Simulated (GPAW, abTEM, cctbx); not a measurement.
# MgGa2Sn2: the scripts behind a bonding study

Short scripts, each with its output. The cell comes from substitution in a known structure type and wasn't matched to any measured phase.

## Step 1: Build the all-electron density and subtract free atoms

```text
cell
1.0
     4.482490800    0.000000000    0.000000000
    -2.241245400    3.881950910    0.000000000
     0.000000000    0.000000000    7.281556590
Sn Ga Mg
2 2 1
Direct
0.333333330 0.666666670 0.223651700
0.666666670 0.333333330 0.776348300
0.333333330 0.666666670 0.624550110
0.666666670 0.333333330 0.375449890
0.000000000 0.000000000 0.000000000
```

```python
import numpy as np
from ase.io import read
from ase.units import Bohr
from gpaw import GPAW, PW, FermiDirac
from gpaw.calculator import GPAW as OldGPAW
from gpaw.mpi import serial_comm, world
from scipy.special import erfc
from scipy.spatial import cKDTree

atoms = read("cell.vasp")
atoms.calc = GPAW(mode=PW(450), xc="PBE", kpts={"size": (6, 6, 3), "gamma": True},
                 occupations=FermiDirac(0.1), maxiter=120, symmetry={"tolerance": 1e-5}, txt="scf.txt")
atoms.get_potential_energy()
rho = atoms.calc.get_all_electron_density(gridrefinement=2)
moments = atoms.get_magnetic_moments() if atoms.calc.get_number_of_spins() == 2 else np.zeros(len(atoms))
total = atoms.get_magnetic_moment() if moments.any() else 0.0
if world.rank == 0:
    free = OldGPAW(mode=PW(450), xc="PBE", txt=None, communicator=serial_comm)
    neutral = atoms.copy()
    neutral.set_initial_magnetic_moments(None)
    free.initialize(neutral)
    free.set_positions(neutral)
    drho = rho - free.get_all_electron_density(gridrefinement=2)
    # GPAW starts from confined atoms: exchange their smooth part for that of the datasets' free atoms
    h = np.stack(np.meshgrid(*[np.fft.fftfreq(n, 1 / n) for n in drho.shape], indexing="ij"), -1)
    gabs = np.linalg.norm(h @ atoms.cell.reciprocal(), axis=-1)
    tails = np.fft.fftn(free.get_pseudo_density(gridrefinement=2))
    g, form, v0 = np.linspace(0, gabs.max(), 1500), {}, 0
    for e in set(atoms.symbols):
        idx = atoms.symbols.search(e)
        d = free.setups[idx[0]].data
        r, w = d.rgd.r_g * Bohr, d.rgd.r_g**2 * d.rgd.dr_g
        j0 = np.sinc(2 * g[:, None] * r)
        smooth = sum(f * p**2 for f, p in zip(d.f_j, d.phit_jg)) + np.sqrt(4 * np.pi) * d.nct_g
        full = sum(f * p**2 for f, p in zip(d.f_j, d.phi_jg)) + np.sqrt(4 * np.pi) * d.nc_g
        phase = sum(np.exp(-2j * np.pi * h @ s) for s in atoms.get_scaled_positions()[idx])
        tails -= np.interp(gabs, g, j0 @ (smooth * w)) * phase * drho.size / atoms.get_volume()
        form[e] = j0 @ (full * w)
        v0 += 2 * np.pi / 3 * 14.3996 * (full * w * r**2).sum() * len(idx)  # V A^3
    tails *= 0.5 * erfc((gabs - 1.8) / 0.25)  # the tails differ at long wavelengths alone
    drho += np.fft.ifftn(tails).real  # crystal minus superposed spherical free atoms
    np.save("drho.npy", drho)
    dv = atoms.get_volume() / drho.size
    print("grid", drho.shape, " electrons %.3f" % (rho.sum() * dv), " moved by bonding %.3f e" % (abs(drho).sum() * dv / 2))
    pts = np.indices(drho.shape).reshape(3, -1).T / drho.shape @ atoms.cell
    shifts = (np.indices((3, 3, 3)).reshape(3, -1).T - 1) @ atoms.cell
    images = (atoms.positions[None] + shifts[:, None]).reshape(-1, 3)
    dist, idx = cKDTree(images).query(pts, k=4)
    out = drho.ravel()[dist[:, 0] > 0.5]
    print("deformation density beyond 0.5 A of the nuclei: max %.3f, min %.3f e/A^3" % (out.max(), out.min()))
    tie = dist < dist[:, :1] + 1e-4
    q = -np.bincount((idx % len(atoms))[tie], (drho.ravel()[:, None] / tie.sum(1, keepdims=True) * tie)[tie], len(atoms)) * dv
    print("atom        x       y       z   Voronoi charge  moment")
    for a, s, c, m in zip(atoms, atoms.get_scaled_positions(), q, moments):
        print("%-2s%-3d %7.4f %7.4f %7.4f %10.3f %10.2f" % (a.symbol, a.index + 1, *s, c, m))
    np.savez("free.npz", g=g, **form)
    print("mean inner potential of superposed free atoms %.3f V" % (v0 / atoms.get_volume()))
    print("total magnetic moment %.3f muB" % total)
```

```console
$ OMP_NUM_THREADS=1 mpirun -n 4 gpaw python run.py > gpaw.log
```

```text
grid (48, 48, 72)  electrons 174.000  moved by bonding 0.791 e
deformation density beyond 0.5 A of the nuclei: max 0.054, min -0.041 e/A^3
atom        x       y       z   Voronoi charge  moment
Sn1    0.3333  0.6667  0.2237     -0.117       0.00
Sn2    0.6667  0.3333  0.7763     -0.117       0.00
Ga3    0.3333  0.6667  0.6246      0.000       0.00
Ga4    0.6667  0.3333  0.3754      0.000       0.00
Mg5    0.0000  0.0000  0.0000      0.234       0.00
mean inner potential of superposed free atoms 15.459 V
total magnetic moment 0.000 muB
```

Time: 13 s on 4 cores of Arm Neoverse V1 (shared host), peak memory 0.81 GiB.

## Step 2: Fourier-transform the difference

```python
from cctbx import adptbx, crystal, miller, xray
from cctbx.eltbx import tiny_pse
import numpy as np

cs = crystal.symmetry(unit_cell=(4.4825, 4.4825, 7.2816, 90, 90, 120), space_group_symbol='Hall: -P 3 2"')  # P-3m1
atoms = [  # label, site, U (iso, or U11 U22 U33 U12 U13 U23 in A^2), occupancy
    ("Sn1", (1/3, 2/3, 0.22365), 0.0000, 1),
    ("Ga1", (1/3, 2/3, 0.62455), 0.0000, 1),
    ("Mg1", (0, 0, 0), 0.0000, 1),
]
xs = xray.structure(crystal_symmetry=cs)
for label, site, u, occ in atoms:
    u = adptbx.u_cif_as_u_star(cs.unit_cell(), u) if isinstance(u, tuple) else u
    xs.add_scatterer(xray.scatterer(label, site=site, u=u, occupancy=occ))
xs.scattering_type_registry(table="wk1995")
drho = np.load("drho.npy")
T = np.array([[1, 0, 0], [0, 1, 0], [0, 0, 1]])  # conventional axes in terms of the primitive ones
dF = np.fft.ifftn(drho) * 126.70498  # electrons a conventional cell, indexed by primitive hkl
ms = miller.build_set(cs, anomalous_flag=False, d_min=0.9).sort("resolution")
iam = ms.structure_factors_from_scatterers(xs, algorithm="direct").f_calc()
p1 = xs.expand_to_p1()
z = np.array([tiny_pse.table(sc.scattering_type).atomic_number() for sc in p1.scatterers()])
x = np.array(p1.sites_frac())
free = np.load("free.npz")
print("static structure factors of the conventional cell: F in electrons, V (Mott-Bethe) in volts")
print("   h  k  l      d  |F| table  |F| free   |F| DFT   change   |V| free  |V| DFT  change %")
for h, d, table in list(zip(ms.indices(), ms.d_spacings().data(), iam.data()))[:16]:
    df = dF[tuple(np.rint(np.linalg.solve(T, h)).astype(int))]
    phase = np.exp(2j * np.pi * x @ h)
    f = sum(np.interp(1 / d, free["g"], free[sc.scattering_type]) * p for sc, p in zip(p1.scatterers(), phase))
    fz = (z * phase).sum()
    c = 14.3996 * d * d / (np.pi * cs.unit_cell().volume())
    v0, v1 = abs(fz - f) * c, abs(fz - f - df) * c
    print("%4d%3d%3d %7.4f %9.3f %9.3f %9.3f %8.3f %9.3f %8.3f %8s" % (h + (d, abs(table), abs(f), abs(f + df), abs(f + df) - abs(f), v0, v1, "%.1f" % (100 * (v1 / v0 - 1)) if v0 > 0.02 else "-")))
```

```console
$ python run.py
```

```text
static structure factors of the conventional cell: F in electrons, V (Mott-Bethe) in volts
   h  k  l      d  |F| table  |F| free   |F| DFT   change   |V| free  |V| DFT  change %
   0  0  1  7.2816    15.242    15.201    15.268    0.067     0.542    0.414    -23.7
   1  0  0  3.8820    62.310    62.320    62.557    0.237     3.642    3.513     -3.5
   0  0  2  3.6408    73.351    73.358    73.580    0.222     4.248    4.142     -2.5
   1  0  1  3.4256    20.048    20.011    20.115    0.104     0.766    0.722     -5.7
   1  0 -1  3.4256    63.015    63.049    63.026   -0.022     4.352    4.361      0.2
   1  0  2  2.6556    19.462    19.447    19.495    0.048     0.840    0.828     -1.4
   1  0 -2  2.6556   114.517   114.498   114.313   -0.184     6.750    6.797      0.7
   0  0  3  2.4272     5.234     5.178     5.106   -0.071     0.562    0.577      2.7
   1  1  0  2.2412   134.598   134.447   134.109   -0.338     7.187    7.249      0.9
   1  1  1  2.1421    12.754    12.679    12.679   -0.000     0.466    0.466      0.0
   1  0  3  2.0580    96.352    96.259    96.009   -0.250     4.943    4.981      0.8
   1  0 -3  2.0580    76.801    76.652    76.432   -0.220     3.628    3.662      0.9
   2  0  0  1.9410    51.992    51.906    51.663   -0.243     2.330    2.363      1.4
   1  1  2  1.9086    61.428    61.421    61.270   -0.151     2.740    2.760      0.7
   2  0 -1  1.8755    16.934    17.119    17.191    0.072     0.598    0.589     -1.5
   2  0  1  1.8755    52.701    52.700    52.558   -0.142     2.621    2.639      0.7
```

Time: 0.29 s on 1 core of Arm Neoverse V1 (shared host), peak memory 0.08 GiB.

## Step 3: Propagate a plane wave with and without the bonding term

```python
import abtem
import numpy as np
from ase.build import make_supercell
from ase.io import read

abtem.config.set({"dask.lazy": False, "fft": "fftw", "diagnostics.progress_bar": False})
M = [[0, 0, -1], [1, 2, 0], [1, 0, 0]]  # rows: x, y and beam direction in the primitive cell's axes
unit = make_supercell(read("cell.vasp"), M)
unit.set_cell(list(unit.cell.lengths()) + [90, 90, 90], scale_atoms=True)
unit.positions[:, 2] += 0.5603  # keeps atomic planes off the slice boundaries
unit.wrap()
slab = unit * (1, 1, 91)
print(slab.get_chemical_formula(), "| box %.2f x %.2f x %.2f A" % tuple(slab.cell.lengths()))

# change of the potential by bonding, from the DFT deformation density (Poisson's equation term by term)
drho = np.load("drho.npy")
prim = read("cell.vasp")
h = np.stack(np.meshgrid(*[np.fft.fftfreq(n, 1 / n) for n in drho.shape], indexing="ij"), -1).reshape(-1, 3).astype(int)
g2 = ((h @ prim.cell.reciprocal()) ** 2).sum(1)
keep = (g2 > 0) & (g2 < 2.5**2)
shape = (209, 222, 28)
vg = np.zeros(shape, complex)
hm = h[keep] @ np.array(M).T
move = np.exp(-2j * np.pi * hm[:, 2] * (0.5603 / unit.cell[2, 2] - 0.5 / shape[2]))  # the same shift, sampled at mid-points
vg[tuple(hm.T % np.array(shape)[:, None])] = -14.3996 / np.pi * (np.fft.fftn(drho).ravel() / drho.size)[keep] / g2[keep] * move
dV = np.fft.ifftn(vg).real * vg.size
dV = dV.reshape(209, 222, 4, 7).mean(3) * unit.cell[2, 2] / 4  # V A, projected in each slice
dV = np.tile(dV.transpose(2, 0, 1), (91, 1, 1))


def build(atoms):
    p = abtem.Potential(atoms, gpts=(209, 222), slice_thickness=[slab.cell[2, 2] / 364] * 364,
                        parametrization="lobato", projection="infinite", exit_planes=28).build()
    p.array[:] += BONDING * dV
    return p


def potentials():
    yield build(slab)  # atoms at rest


for label, BONDING in (("IAM", 0.0), ("DFT", 1.0)):
    print("=====", label)
    potential = build(slab)
    print("grid", potential.gpts, "slices", potential.num_slices)
    thickness = potential.exit_thicknesses
    wave = abtem.PlaneWave(energy=300000)
    dp = np.mean([wave.multislice(p).diffraction_patterns(max_angle="valid").array for p in potentials()], axis=0)
    hkl = [(0, 0, 0), (0, 0, 1), (0, 1, 0), (0, 0, 2), (0, 1, 1), (0, 1, -1), (0, 1, 2)]
    nx, ny = dp.shape[-2:]
    print("intensity of each beam, fraction of the incident wave")
    print("  t (A)" + "".join("%9s" % " ".join(map(str, h)) for h in hkl) + "  diffuse    total")
    grid = np.zeros((nx, ny), bool)
    grid[nx // 2 % 1::1, ny // 2 % 1::1] = True
    for t, a in list(zip(thickness, dp))[1:]:
        idx = [np.rint(np.array(M) @ np.linalg.solve([[1, 0, 0], [0, 1, 0], [0, 0, 1]], h)).astype(int) for h in hkl]
        print("%7.1f" % t + "".join("%9.5f" % a[nx // 2 + i[0] * 1, ny // 2 + i[1] * 1] for i in idx) + "%9.4f%9.4f" % (a[~grid].sum(), a.sum()))
```

```console
$ python run.py
```

```text
Ga364Mg182Sn364 | box 7.28 x 7.76 x 407.91 A
===== IAM
grid (209, 222) slices 364
intensity of each beam, fraction of the incident wave
  t (A)    0 0 0    0 0 1    0 1 0    0 0 2    0 1 1   0 1 -1    0 1 2  diffuse    total
   31.4  0.79280  0.00029  0.00303  0.00314  0.00314  0.00139  0.01127   0.0000   0.9981
   62.8  0.69106  0.00331  0.00235  0.00033  0.00243  0.01116  0.01379   0.0000   0.9942
   94.1  0.61767  0.01078  0.00153  0.00109  0.01817  0.01182  0.01846   0.0000   0.9923
  125.5  0.60943  0.01718  0.00186  0.00015  0.02241  0.00408  0.01093   0.0000   0.9885
  156.9  0.66396  0.02034  0.00369  0.00547  0.03116  0.00587  0.01314   0.0000   0.9865
  188.3  0.51121  0.01793  0.00373  0.00581  0.03616  0.00982  0.03010   0.0000   0.9850
  219.6  0.39102  0.01425  0.00482  0.01470  0.03253  0.03752  0.03129   0.0000   0.9816
  251.0  0.28842  0.02305  0.00546  0.02197  0.04492  0.04905  0.02880   0.0000   0.9797
  282.4  0.27231  0.03730  0.00983  0.02563  0.03950  0.04547  0.01317   0.0000   0.9764
  313.8  0.29703  0.04599  0.02090  0.04034  0.03654  0.04551  0.00796   0.0000   0.9747
  345.2  0.23986  0.04138  0.02500  0.04112  0.02712  0.04488  0.01105   0.0000   0.9727
  376.5  0.19060  0.02703  0.02608  0.04858  0.01718  0.07232  0.00919   0.0000   0.9704
  407.9  0.15953  0.01929  0.02542  0.05365  0.01635  0.08568  0.00574   0.0000   0.9690
===== DFT
grid (209, 222) slices 364
intensity of each beam, fraction of the incident wave
  t (A)    0 0 0    0 0 1    0 1 0    0 0 2    0 1 1   0 1 -1    0 1 2  diffuse    total
   31.4  0.79275  0.00024  0.00285  0.00303  0.00318  0.00144  0.01144   0.0000   0.9981
   62.8  0.68947  0.00338  0.00228  0.00044  0.00244  0.01144  0.01413   0.0000   0.9942
   94.1  0.61478  0.01170  0.00149  0.00086  0.01806  0.01218  0.01901   0.0000   0.9923
  125.5  0.60383  0.01885  0.00236  0.00023  0.02229  0.00448  0.01154   0.0000   0.9885
  156.9  0.65694  0.02214  0.00447  0.00589  0.03020  0.00664  0.01336   0.0000   0.9865
  188.3  0.50409  0.01936  0.00443  0.00646  0.03486  0.01059  0.03026   0.0000   0.9850
  219.6  0.38502  0.01485  0.00579  0.01603  0.02979  0.03934  0.03120   0.0000   0.9816
  251.0  0.28641  0.02236  0.00667  0.02409  0.04042  0.05263  0.02857   0.0000   0.9798
  282.4  0.27689  0.03503  0.01119  0.02774  0.03454  0.04896  0.01293   0.0000   0.9765
  313.8  0.30826  0.04227  0.02297  0.04307  0.03052  0.04869  0.00672   0.0000   0.9748
  345.2  0.25570  0.03713  0.02748  0.04379  0.02157  0.04590  0.00919   0.0000   0.9728
  376.5  0.21291  0.02255  0.02844  0.05037  0.01226  0.07108  0.00728   0.0000   0.9705
  407.9  0.18896  0.01371  0.02743  0.05531  0.01204  0.08372  0.00426   0.0000   0.9691
```

Time: 15 s.

## Step 4: Rock the beam across one reflection

```python
import abtem
import numpy as np
from ase.build import make_supercell
from ase.io import read

abtem.config.set({"dask.lazy": False, "fft": "fftw", "diagnostics.progress_bar": False})
M = [[0, 0, -1], [1, 2, 0], [1, 0, 0]]  # rows: x, y and beam direction in the primitive cell's axes
unit = make_supercell(read("cell.vasp"), M)
unit.set_cell(list(unit.cell.lengths()) + [90, 90, 90], scale_atoms=True)
unit.positions[:, 2] += 1.1206  # keeps atomic planes off the slice boundaries
unit.wrap()
slab = unit * (1, 1, 156)
print(slab.get_chemical_formula(), "| box %.2f x %.2f x %.2f A" % tuple(slab.cell.lengths()))

# change of the potential by bonding, from the DFT deformation density (Poisson's equation term by term)
drho = np.load("drho.npy")
prim = read("cell.vasp")
h = np.stack(np.meshgrid(*[np.fft.fftfreq(n, 1 / n) for n in drho.shape], indexing="ij"), -1).reshape(-1, 3).astype(int)
g2 = ((h @ prim.cell.reciprocal()) ** 2).sum(1)
keep = (g2 > 0) & (g2 < 2.5**2)
shape = (162, 173, 26)
vg = np.zeros(shape, complex)
hm = h[keep] @ np.array(M).T
move = np.exp(-2j * np.pi * hm[:, 2] * (1.1206 / unit.cell[2, 2] - 0.5 / shape[2]))  # the same shift, sampled at mid-points
vg[tuple(hm.T % np.array(shape)[:, None])] = -14.3996 / np.pi * (np.fft.fftn(drho).ravel() / drho.size)[keep] / g2[keep] * move
dV = np.fft.ifftn(vg).real * vg.size
dV = dV.reshape(162, 173, 2, 13).mean(3) * unit.cell[2, 2] / 2  # V A, projected in each slice
dV = np.tile(dV.transpose(2, 0, 1), (156, 1, 1))


def build(atoms):
    p = abtem.Potential(atoms, gpts=(162, 173), slice_thickness=[slab.cell[2, 2] / 312] * 312,
                        parametrization="lobato", projection="infinite", exit_planes=78).build()
    p.array[:] += BONDING * dV
    return p


def potentials():
    yield build(slab)  # atoms at rest


for label, BONDING in (("IAM", 0.0), ("DFT", 1.0)):
    print("=====", label)
    potential = build(slab)
    print("grid", potential.gpts, "slices", potential.num_slices)
    thickness = potential.exit_thicknesses
    h = np.array(M) @ np.linalg.solve(np.array([[1, 0, 0], [0, 1, 0], [0, 0, 1]]), [0, 1, 0])
    ix, iy = round(h[0]) * 1, round(h[1]) * 1
    gxy = h[:2] / unit.cell.lengths()[:2]
    along = gxy / np.hypot(*gxy)
    across = np.array([-along[1], along[0]])
    bragg = 500 * abtem.PlaneWave(energy=300000).wavelength * np.hypot(*gxy)
    print("Bragg angle %.3f mrad; beam tilted 46 mrad off the zone axis across the row" % bragg)
    print("dark-field intensity of 0 1 0 against tilt along the row, in Bragg angles")
    print("  t (A)" + "".join("%8.2f" % s for s in [0.2, 0.4, 0.6, 0.8, 1.0, 1.2, 1.4, 1.6, 1.8, 2.0, 2.2, 2.4, 2.6]))
    rows = []
    row = [(n * ix, n * iy) for n in range(-8, 9)]
    for s in [0.2, 0.4, 0.6, 0.8, 1.0, 1.2, 1.4, 1.6, 1.8, 2.0, 2.2, 2.4, 2.6]:
        tilt = -s * bragg * along + 46 * across
        dp = abtem.PlaneWave(energy=300000, tilt=tuple(tilt)).multislice(potential).diffraction_patterns(max_angle="valid").array
        rows.append(dp[:, dp.shape[1] // 2 + ix, dp.shape[2] // 2 + iy])
        if s == 1.0:
            cx, cy = dp.shape[1] // 2, dp.shape[2] // 2
            share = sum(dp[:, cx + i, cy + j] for i, j in row if abs(i) < cx and abs(j) < cy) / dp.sum(axis=(1, 2))
            total = dp.sum(axis=(1, 2))
    for t, a in list(zip(thickness, np.array(rows).T))[1:]:
        print("%7.1f" % t + "".join("%8.4f" % v for v in a))
    print("at the Bragg tilt, share in the row:", share[1:].round(3).tolist(), "total:", total[1:].round(3).tolist())
```

```console
$ python run.py
```

```text
Ga624Mg312Sn624 | box 7.28 x 7.76 x 699.27 A
===== IAM
grid (162, 173) slices 312
Bragg angle 2.536 mrad; beam tilted 46 mrad off the zone axis across the row
dark-field intensity of 0 1 0 against tilt along the row, in Bragg angles
  t (A)    0.20    0.40    0.60    0.80    1.00    1.20    1.40    1.60    1.80    2.00    2.20    2.40    2.60
  174.8  0.1270  0.1319  0.1355  0.1372  0.1366  0.1337  0.1286  0.1222  0.1150  0.1070  0.0985  0.0902  0.0825
  349.6  0.2075  0.2017  0.2005  0.1979  0.1876  0.1784  0.1698  0.1701  0.1807  0.1964  0.2060  0.2014  0.1756
  524.5  0.0963  0.0846  0.0904  0.1112  0.0924  0.0703  0.0836  0.0858  0.0938  0.1457  0.1888  0.1839  0.1427
  699.3  0.0010  0.0408  0.1326  0.2082  0.1706  0.0735  0.1178  0.0352  0.0072  0.0119  0.0488  0.1299  0.1303
at the Bragg tilt, share in the row: [0.7770000100135803, 0.5040000081062317, 0.3409999907016754, 0.33500000834465027] total: [0.9959999918937683, 0.9890000224113464, 0.9800000190734863, 0.9750000238418579]
===== DFT
grid (162, 173) slices 312
Bragg angle 2.536 mrad; beam tilted 46 mrad off the zone axis across the row
dark-field intensity of 0 1 0 against tilt along the row, in Bragg angles
  t (A)    0.20    0.40    0.60    0.80    1.00    1.20    1.40    1.60    1.80    2.00    2.20    2.40    2.60
  174.8  0.1201  0.1249  0.1283  0.1299  0.1294  0.1265  0.1217  0.1154  0.1085  0.1008  0.0927  0.0847  0.0774
  349.6  0.2017  0.1969  0.1965  0.1944  0.1842  0.1746  0.1656  0.1654  0.1753  0.1901  0.1992  0.1945  0.1696
  524.5  0.0995  0.0880  0.0936  0.1146  0.0957  0.0729  0.0848  0.0877  0.0964  0.1475  0.1889  0.1825  0.1424
  699.3  0.0011  0.0378  0.1221  0.1933  0.1609  0.0681  0.1094  0.0329  0.0096  0.0161  0.0531  0.1297  0.1287
at the Bragg tilt, share in the row: [0.7770000100135803, 0.503000020980835, 0.335999995470047, 0.3240000009536743] total: [0.9959999918937683, 0.9890000224113464, 0.9800000190734863, 0.9750000238418579]
```

Time: 45 s.

[Outputs are excerpts: Python notices, other lines and further rows are left out; steps that failed or that the build refused (PBEsol, TPSS) are not shown.]

[Logs are printed without paths, hosts, clocks, repeated set-up lines and the standing remarks that a program may print on its own settings, such as how far it seeks lower states.]
